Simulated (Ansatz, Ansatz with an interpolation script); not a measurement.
Rows from a G0W0 calculation on BiOBr (P4/nmm) (Ansatz 0.2.0; G0W0 on LDA, plane waves, PAW; PAW set soft_1; 4×4×2 mesh, 516 empty bands, screening to 150 eV, PAW set soft_1 files), in eV. Spin-orbit coupling is left out.

The database entry behind the starting cell differs from later determinations by our own check (0.1 to 0.3 % short, probably kX units), so it need not match the best structure at ambient conditions.

```
row                        k  band   start       Σx  Σc at the solution      Vxc
  A   (0.000, 0.000, -0.500)    c2   9.643   -9.460              -3.867  -13.982
  B   (0.000, 0.000, -0.500)    c1   9.361   -9.773              -3.598  -13.901
  C   (0.000, 0.000, -0.500)    v1   7.147  -19.782               2.146  -16.947
  D   (0.000, 0.000, -0.500)    v2   6.845  -19.997               2.560  -16.731
  E  (0.000, -0.500, -0.500)    c1  11.357  -10.947              -3.803  -15.425
  F  (0.000, -0.500, -0.500)    v1   7.197  -21.086               2.388  -18.194
```

**Question.** Work out each quasiparticle level and how far it moved.

The quasiparticle equation reads E = start + Σx + Σc(E) − Vxc.

```
row  E (eV)  shift (eV)
  A  10.298      +0.655
  B   9.891      +0.531
  C   6.458      −0.689
  D   6.139      −0.705
  E  12.032      +0.675
  F   6.692      −0.504
```

Limits: not at the basis limit; no spin-orbit coupling; coarse k mesh.

[Paths, hosts, dates, memory and timing lines, banners, echoed tables and standing remarks are left out of the program output.]

[Logs are printed without paths, hosts, clocks, repeated set-up lines and the standing remarks that a program may print on its own settings, such as how far it seeks lower states.]

[Runs of the session that timed out or met a known fault of the program may be left out.]

[Hosts, paths, dates, database ids (printed as entryN), source tags and the programs' standing remarks are cut or masked in the printed files.]
